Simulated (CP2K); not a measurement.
The C K edge of butadiene was computed by TDDFT (CP2K XAS_TDP, aug-cc-pVDZ, TDA) at these levels: PBEh(45%), PBEh(45%) + GW2X and PBEh(60%). The first three lines of C1 (bonded to C and 2 H) with a strength over 0.0015, energy in eV and strength:

| run | first | second | third |
| --- | --- | --- | --- |
| 1 | 286.55 (0.048) | 290.06 (0.006) | 290.44 (0.016) |
| 2 | 284.64 (0.057) | 288.89 (0.010) | 289.22 (0.029) |
| 3 | 280.62 (0.049) | 284.13 (0.006) | 284.51 (0.016) |

**Question.** Which run is which?

Run 1: PBEh(45%) + GW2X (45 % exact exchange). Run 2: PBEh(60%) (60 % exact exchange). Run 3: PBEh(45%) (45 % exact exchange). Self-interaction lifts the core level, so the uncorrected lines rise with the share of exact exchange. The GW2X run keeps the spacings of its parent: 3.51 eV between the first two lines in run 1, 3.51 eV in run 3. Its shift is +5.93 eV, since the Kohn–Sham level at this share of exchange lies that far above the quasiparticle level.

[Hosts, paths, dates, database ids (printed as entryN), source tags and the programs' standing remarks are cut or masked in the printed files.]
